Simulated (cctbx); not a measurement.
# Resonant diffraction in Nd2As4S9

Space group P-1 (no. 2), a = 7.9090 Å, b = 8.8700 Å, c = 11.3420 Å, α = 95.89°, β = 104.01°, γ = 104.81°.

| atom | mult. | x | y | z | Ueq (Å²) |
| --- | --- | --- | --- | --- | --- |
| Nd1 | 2 | 0.2205 | 0.5326 | 0.9030 | 0.0087 |
| Nd2 | 2 | 0.2518 | 0.0579 | 0.8760 | 0.0086 |
| As1 | 2 | 0.7492 | 0.0756 | 0.7879 | 0.0170 |
| As2 | 2 | 0.3109 | 0.3517 | 0.2100 | 0.0155 |
| As3 | 2 | 0.1769 | 0.7682 | 0.5601 | 0.0115 |
| As4 | 2 | 0.6775 | 0.7578 | 0.4210 | 0.0158 |
| S1 | 2 | 0.8872 | 0.6842 | 0.5060 | 0.0113 |
| S2 | 2 | 0.7702 | 0.2514 | 0.2585 | 0.0163 |
| S3 | 2 | 0.3424 | 0.8762 | 0.0579 | 0.0160 |
| S4 | 2 | 0.1848 | 0.0147 | 0.6179 | 0.0107 |
| S5 | 2 | 0.4099 | 0.3377 | 0.0569 | 0.0149 |
| S6 | 2 | 0 | 0.7773 | 0.1742 | 0.0135 |
| S7 | 2 | 0.3666 | 0.3362 | 0.7605 | 0.0098 |
| S8 | 2 | 0.1421 | 0.1124 | 0.1448 | 0.0143 |
| S9 | 2 | 0.8678 | 0.5434 | 0.8730 | 0.0122 |

The model is made up (kin elements in a known structure type, no relaxation), so it says nothing on whether the phase exists.

Calculated with cctbx: free-atom f′ and f″ from the Sasaki tables, no fine structure; amplitudes in electrons.

```
E (eV)  F 1 -2 0  F 1 1 0  F 0 0 2  F 0 2 0
  5608      34.5     47.3      3.4     14.3
  5958      39.1     45.9      4.7      8.3
  6088      43.0     44.7      5.9      4.3
  6148      46.8     43.6      7.0      5.2
  6178      50.3     42.6      8.0      9.1
  6193      54.0     41.6      9.1     13.8
  6200      57.3     40.6     10.1     18.2
  6204      60.9     39.6     11.1     23.0
  6212      64.1     40.1     12.6     36.1
  6216      60.2     41.2     11.6     32.7
  6223      56.8     42.2     10.7     30.2
  6238      53.1     43.3      9.7     28.1
  6268      49.5     44.3      8.8     26.8
  6358      44.7     45.6      7.6     26.1
  6608      42.0     46.1      6.8     24.9
```

**Question.** Which edge is crossed, and why do the reflections move as they do?

The L3 edge of Nd. The edge is at 6208 eV. f′ of Nd falls from -11.8 e at 6088 eV to -19.3 e at 4 eV below it, and f″ steps from 3.56 to 10.63 e across it. Over that approach |F| changes by +42 % (1 -2 0), -11 % (1 1 0), +88 % (0 0 2) and +435 % (0 2 0): a reflection falls where Nd scatters in phase with the total and rises where it scatters against it; it hardly moves where the Nd term is small or cancels by symmetry. Above the edge the larger f″ enters the imaginary part, where it can add to or cancel the other atoms' f″. The structure is centrosymmetric, so Friedel mates stay equal.

[Logs are printed without paths, hosts, clocks, repeated set-up lines and the standing remarks that a program may print on its own settings, such as how far it seeks lower states.]
